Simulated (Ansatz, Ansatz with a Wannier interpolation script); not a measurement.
An input for Ansatz 0.2.0 (SiC (Moissanite)):

```yaml
crystal:
  lattice:
    - [3.1375199988, 0.0, 0.0]
    - [-1.5687599994, 2.7171720238, 0.0]
    - [0.0, 0.0, 5.14896]
  atoms:
    - { symbol: Si, position: [0.3333333333, 0.6666666667, 0.0045010562] }
    - { symbol: Si, position: [0.6666666667, 0.3333333333, 0.5045010562] }
    - { symbol: C, position: [0.3333333333, 0.6666666667, 0.3804989438] }
    - { symbol: C, position: [0.6666666667, 0.3333333333, 0.8804989438] }
kpoints:
  mp_grid: { grid: [9, 9, 4] }
hamiltonian:
  xc: lda
scf:
  occupations: { method: fixed }
gw:
  n_empty_bands: 201
  ecut_chi: 160.0
  qp_bands: [v8, c4]
  screening: { model: contour_deformation }
```

```sh
ansatz run input.yaml --threads 16 --pin off --max-ram 64512MiB --backend cuda --events-out ev --progress --plain --runs-dir out --devices 1 --max-vram 78GiB
```

Q: Estimate wall time and host memory on 1 × NVIDIA GB200 (shared by 2 runs) with 16 threads of Arm Neoverse V2, shared host.

It took 30 s; on shared hardware allow 15 s to 60 s. Peak host memory was 1.5 GiB. The sizes that set the cost: 845 plane waves a state, 36 irreducible k points, 209 bands summed, 197 plane waves in the screening and 6 SCF cycles.

The screening grows as filled bands × empty bands × pairs of k points, times the square of the screening basis for the matrix.

[Paths, hosts, dates, memory and timing lines, banners, echoed tables and standing remarks are left out of the program output.]

[Logs are printed without paths, hosts, clocks, repeated set-up lines and the standing remarks that a program may print on its own settings, such as how far it seeks lower states.]

[Runs of the session that timed out or met a known fault of the program may be left out.]

[Hosts, paths, dates, database ids (printed as entryN), source tags and the programs' standing remarks are cut or masked in the printed files.]
